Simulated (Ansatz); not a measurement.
**Sc3TlB (Pm-3m): phonons and vibrational spectra**

Task: relax Sc3TlB (Pm-3m), then find its harmonic phonons.

Method: DFT PBEsol, scalar-relativistic, plane waves, PAW; PAW set soft_1, in Ansatz 0.2.0.

Most raw output is cut from this account.

## Step 1: Starting point

Symmetry: Pm-3m, No. 221, cubic system. Conventional cell: a = 4.520 Å, b = 4.520 Å, c = 4.520 Å, α = 90.00°, β = 90.00°, γ = 90.00°. Nearest to Sc lie 2 B at 2.26 Å and 4 Tl at 3.20 Å and 8 Sc at 3.20 Å. Nearest to Tl lie 12 Sc at 3.20 Å. Nearest to B lie 6 Sc at 2.26 Å. Farther neighbours are not listed.

## Step 2: Bringing the structure to rest

The cell and atoms are relaxed, since residual forces and stress would shift the frequencies.

The input, input.yaml:

```yaml
crystal:
  lattice:
    - [4.52, 0.0, 0.0]
    - [0.0, 4.52, 0.0]
    - [0.0, 0.0, 4.52]
  atoms:
    - { symbol: Sc, position: [0.0, 0.5, 0.5] }
    - { symbol: Sc, position: [0.5, 0.0, 0.5] }
    - { symbol: Sc, position: [0.5, 0.5, 0.0] }
    - { symbol: Tl, position: [0.0, 0.0, 0.0] }
    - { symbol: B, position: [0.5, 0.5, 0.5] }
kpoints:
  mp_grid: { grid: [8, 8, 8] }
hamiltonian:
  xc: pbesol
  pseudopotentials: { kind: paw, azcp: { folder: soft_1 }, xc_functional: pbe }
scf:
  occupations: { method: gaussian, width: 0.1 }
output:
  forces: true
  stress: true
  eigenvalues: true
  write_density: true
  write_potential: true
  elf: true
  volumetric_format: npy
relax:
  adjacent_minimum: "off"
  f_tol: 0.005
  max_steps: 80
  cell: { stress_tol: 0.05 }
```

The run is started by

```console
$ ansatz run input.yaml --threads 4 --pin off --max-ram 10240MiB --backend cpu --events-out ev --progress --plain --runs-dir out
```

Elapsed: 8.4 s, on 4 threads of Arm Neoverse V1, shared host; peak memory 0.4 GiB.

Relaxation path:

```
step  energy less that of the first step (eV)  largest force component (eV/Å)  pressure (GPa)  volume (Å³)
   1                                   0.0000                          0.0000            6.99        92.35
   2                                  -0.1248                          0.0000           -2.19       102.22
   3                                  -0.1446                          0.0000           -0.22        99.67
   4                                  -0.1448                          0.0000            0.01        99.40
  5*                                  -0.1459                          0.0000            0.02        99.40
```

Relaxation steps marked * repeat the geometry before them on a plane-wave basis chosen anew for their cell, so energy and pressure can jump there.

The run keeps the 48 symmetry operations that it works with, so distortions that break them were not tested.

```
conventional cell, symmetrised  before  after  change
                         a (Å)   4.520  4.632  +2.5 %
                         b (Å)   4.520  4.632  +2.5 %
                         c (Å)   4.520  4.632  +2.5 %
              volume (Å³/atom)   18.47  19.88  +7.6 %
```

The relaxed structure:

```cif
data_structure
_symmetry_space_group_name_H-M 'P 1'
_symmetry_Int_Tables_number 1
_cell_length_a 4.6323
_cell_length_b 4.6323
_cell_length_c 4.6323
_cell_angle_alpha 90.000
_cell_angle_beta 90.000
_cell_angle_gamma 90.000
_cell_volume 99.40
loop_
_atom_site_label
_atom_site_type_symbol
_atom_site_fract_x
_atom_site_fract_y
_atom_site_fract_z
_atom_site_occupancy
Sc1 Sc 0.00000 0.50000 0.50000 1
Sc2 Sc 0.50000 0.00000 0.50000 1
Sc3 Sc 0.50000 0.50000 0.00000 1
Tl4 Tl 0.00000 0.00000 0.00000 1
B5 B 0.50000 0.50000 0.50000 1
```

Numbers from this step:

```
pressure          : 0.02021 GPa
volume per atom   : 19.88 Å³
gap on the k-mesh : 0 eV
```

Valence density in the ac plane at fractional y = 0.500, with atoms of Sc and B within 0.2 Å of it. It is the smooth field of the valence electrons, not physical close to the nuclei.

Ten even steps from '_' (0.1 e/Å³) to '@' (8.4 e/Å³), each cell a mean:
```
__________::##%%++..________
__________..::--::__________
____________________________
____________________________
::..______________________..
**==..__________________::++
@@**::__________________--%%
%%++..__________________::##
--::____________________..::
____________________________
____________________________
____________..::..__________
__________::++**==..________
__________--%%@@**::________
```
Columns run along a (4.6 Å), rows up along c (4.6 Å). Atoms in or near the plane, at fractional coordinates: Sc at (0.00, 0.50), Sc at (0.50, 0.00), B at (0.50, 0.50).

Electrostatic potential energy in the ac plane at fractional y = 0.500, with atoms of Sc and B within 0.2 Å of it. With pseudopotentials it is smooth inside the atoms' cores, unlike the true potential.

Values in eV, 14 rows by 14 columns, each cell a mean:
```
 13  13  12   8  -3 -24 -42 -46 -36 -15   3  10  12  13
 12  12  11   9   3 -10 -23 -27 -18  -4   6  10  12  12
  9  10  11  10   8   4  -2  -4   0   6   9  11  10  10
  2   4   8  10  11  10   7   7   8  10  11   9   6   3
-19 -11   1   9  11   8   1  -2   4  10  10   6  -4 -15
-41 -30 -10   5   8  -1 -20 -25 -13   4   8   0 -18 -36
-48 -40 -18   3   6 -11 -30 -30 -25  -2   7  -4 -27 -46
-46 -36 -14   4   7  -6 -27 -30 -20   1   7  -2 -23 -42
-28 -19  -4   7  10   5  -6 -11  -1   8  10   4 -10 -24
 -6  -1   5  10  11  10   7   6   8  11  11   8   3  -3
  7   8  10  11  10   7   4   3   5   9  10  10   9   8
 11  12  11  10   5  -4 -14 -18 -10   1   8  11  11  12
 13  13  12   8  -1 -19 -36 -40 -30 -11   4  10  12  13
 13  13  11   7  -6 -28 -46 -48 -41 -19   2   9  12  13
```
Columns run along a (4.6 Å; values clipped at the 3rd and 97th percentile), rows up along c (4.6 Å). Atoms in or near the plane, at fractional coordinates: Sc at (0.00, 0.50), Sc at (0.50, 0.00), B at (0.50, 0.50).

ELF in the ac plane at fractional y = 0.500, with atoms of Sc and B within 0.2 Å of it. It is the smooth field of the valence electrons, not physical close to the nuclei.

Ten even steps from '_' (0.02) to '@' (0.76), each cell a mean:
```
==--..__--%%**==##**..__::==
::::..__..++##%%##--__..::::
____......::--==--........__
..____--****++++++**++..__..
##++::::%%@@@@%%@@@@**..--**
**%%++::%%@@++--##@@++--####
..**##--####..__--%%++==%%==
==##**::%%%%--..++@@++--##**
%%##--::%%@@%%##@@@@**::++%%
==::__--##%%%%##%%%%**....--
____..::--::::--::::--..____
........__--**##++::__......
==--..__::####**%%++____::--
====..__==%%==..**##..__::==
```
Columns run along a (4.6 Å), rows up along c (4.6 Å). Atoms in or near the plane, at fractional coordinates: Sc at (0.00, 0.50), Sc at (0.50, 0.00), B at (0.50, 0.50).

In this step the volume went from 18.47 to 19.88 Å³/atom.

## Step 3: Tight relaxation

Phonons need a cell at rest on their own settings, so the relaxation is repeated with tight tolerances on forces and stress, using the mesh and the filling of the phonon run that follows.

input.yaml, the sections that differ from step 2:

```yaml
crystal:
  lattice:
    - [4.6322525478, 0.0, 0.0]
    - [0.0, 4.6322525478, 0.0]
    - [0.0, 0.0, 4.6322525478]
  atoms:
    - { symbol: Sc, position: [0.0, 0.5, 0.5] }
    - { symbol: Sc, position: [0.5, 0.0, 0.5] }
    - { symbol: Sc, position: [0.5, 0.5, 0.0] }
    - { symbol: Tl, position: [0.0, 0.0, 0.0] }
    - { symbol: B, position: [0.5, 0.5, 0.5] }
scf:
  occupations: { method: methfessel_paxton, width: 0.2 }
relax:
  adjacent_minimum: "off"
  f_tol: 0.001
  max_steps: 60
  cell: { stress_tol: 0.01 }
# kpoints, hamiltonian, output: as in step 2
```

Run time: 6.9 s. Hardware: 4 threads; peak memory 0.41 GiB.

Little changed from the start: no atom moved by 0.005 Å and no cell edge by 0.1 %.

Numbers from this step:

| Quantity | Value |
| --- | --- |
| pressure | -1.08e-4 GPa |
| volume per atom | 19.89 Å³ |

Valence density in the ac plane at fractional y = 0.500, with atoms of Sc and B within 0.2 Å of it. It is the smooth field of the valence electrons, not physical close to the nuclei.

Ten even steps from '0' (0.1 e/Å³) to '9' (8.4 e/Å³), each cell a mean:
```
00000278510000
00000023100000
00000000000000
00000000000000
31000000000002
85100000000037
96200000000038
53100000000014
10000000000000
00000000000000
00000011000000
00000146300000
00000389610000
```
Columns run along a (4.6 Å), rows up along c (4.6 Å). Atoms in or near the plane, at fractional coordinates: Sc at (0.00, 0.50), Sc at (0.50, 0.00), B at (0.50, 0.50).

ELF in the ac plane at fractional y = 0.500, with atoms of Sc and B within 0.2 Å of it. It is the smooth field of the valence electrons, not physical close to the nuclei.

Ten even steps from '0' (0.02) to '9' (0.76), each cell a mean:
```
43103864761024
22101477620122
00122233222100
31037776775112
87328987996247
37628831595376
16727710385484
78428965895268
64138988996125
00024443444100
11111256411111
33102677850023
44104841671024
```
Columns run along a (4.6 Å), rows up along c (4.6 Å). Atoms in or near the plane, at fractional coordinates: Sc at (0.00, 0.50), Sc at (0.50, 0.00), B at (0.50, 0.50).

Electrostatic potential energy in the ac plane at fractional y = 0.500, with atoms of Sc and B within 0.2 Å of it. With pseudopotentials it is smooth inside the atoms' cores, unlike the true potential.

Values in eV, 13 rows by 14 columns, each cell a mean:
```
 13  13  12   8  -3 -24 -42 -45 -36 -15   3  10  12  13
 12  12  11   9   4  -8 -20 -24 -16  -2   7  10  12  12
  8   9  10  11   9   6   1  -1   3   7  10  11  10   9
 -3   1   6  10  11  10   7   6   8  10  11   9   4  -1
-27 -17  -3   8  10   6  -5  -9   0   8  10   4  -9 -22
-46 -36 -14   4   7  -7 -27 -30 -20   1   7  -2 -23 -42
-48 -40 -17   3   6 -11 -30 -30 -25  -1   7  -4 -27 -45
-38 -27  -8   6   9   1 -16 -22 -10   6   9   1 -16 -33
-12  -6   3   9  11   9   5   3   7  10  11   7  -1 -10
  5   7   9  11  10   8   6   5   7   9  11  10   8   6
 11  11  11  10   7  -1  -9 -12  -6   3   8  11  11  11
 13  13  12   8   0 -17 -34 -38 -28 -10   5  10  12  13
 13  13  11   7  -6 -28 -46 -48 -40 -19   2   9  12  13
```
Columns run along a (4.6 Å; values clipped at the 3rd and 97th percentile), rows up along c (4.6 Å). Atoms in or near the plane, at fractional coordinates: Sc at (0.00, 0.50), Sc at (0.50, 0.00), B at (0.50, 0.50).

The forces vanish by symmetry and the pressure is 0.000 GPa, within the tolerances set. The cell now holds 19.89 Å³/atom.

## Step 4: Linear response at the zone centre

The zone centre comes first: it holds the modes that light can see, as far as symmetry allows. No field response is asked, since the mesh shows no gap.

input.yaml, the sections that differ from step 3:

```yaml
crystal:
  lattice:
    - [4.6329577095, 0.0, 0.0]
    - [0.0, 4.6329577095, 0.0]
    - [0.0, 0.0, 4.6329577095]
  atoms:
    - { symbol: Sc, position: [0.0, 0.5, 0.5] }
    - { symbol: Sc, position: [0.5, 0.0, 0.5] }
    - { symbol: Sc, position: [0.5, 0.5, 0.0] }
    - { symbol: Tl, position: [0.0, 0.0, 0.0] }
    - { symbol: B, position: [0.5, 0.5, 0.5] }
output:
  eigenvalues: true
phonons:
  method: dfpt
# kpoints, hamiltonian, scf: as in step 3
# relax: removed
```

Wall time 50 s (4 threads); peak memory 1.5 GiB.

This step gave:

- sum-rule residual before enforcement: 2.18e-5 eV/Å²
- point group: m-3m
- highest optical mode at the zone centre (no LO-TO term): 459.8 cm⁻¹
- lowest optical zone-centre mode: 98.16 cm⁻¹

Patterns of degenerate modes are one choice out of their space. The modes at Γ (shares of kinetic energy by element, %):

```
mode  frequency (cm⁻¹)  symmetry  Sc %  Tl %  B %
   1               0.0  acoustic    39    58    3
   2               0.0  acoustic    39    58    3
   3               0.0  acoustic    39    58    3
   4              98.2       T1u    53    42    5
   5              98.2       T1u    53    42    5
   6              98.2       T1u    53    42    5
   7             128.9       T2u   100     0    0
   8             128.9       T2u   100     0    0
   9             128.9       T2u   100     0    0
  10             230.5       T1u    93     0    7
  11             230.5       T1u    93     0    7
  12             230.5       T1u    93     0    7
  13             459.8       T1u    15     0   85
  14             459.8       T1u    15     0   85
  15             459.8       T1u    15     0   85
```

Displacements in mode 5 (98.2 cm⁻¹), the largest set to 1:
```
Sc1  0.01 -0.89 -0.41
Sc2  0.01 -0.99 -0.41
Sc3  0.01 -0.89 -0.46
Tl4  0.00  0.66  0.31
B5   0.01 -1.00 -0.47
```

Displacements in mode 9 (128.9 cm⁻¹), the largest set to 1:
```
Sc1  0.00  1.00 -0.04
Sc2  0.17  0.00  0.04
Sc3 -0.17 -1.00  0.00
Tl4  0.00  0.00  0.00
B5   0.00  0.00  0.00
```

Before it was imposed, the acoustic sum rule was missed by 2.2e-5 eV/Å². Small misses are needed for a sound result but don't prove that mesh and cutoff are converged. The lowest optical mode is real, 98.2 cm⁻¹.

(Part 1 of 2 ends here.)

[Logs are printed without paths, hosts, clocks, repeated set-up lines and the standing remarks that a program may print on its own settings, such as how far it seeks lower states.]

[Hosts, paths, dates, database ids (printed as entryN), source tags and the programs' standing remarks are cut or masked in the printed files.]
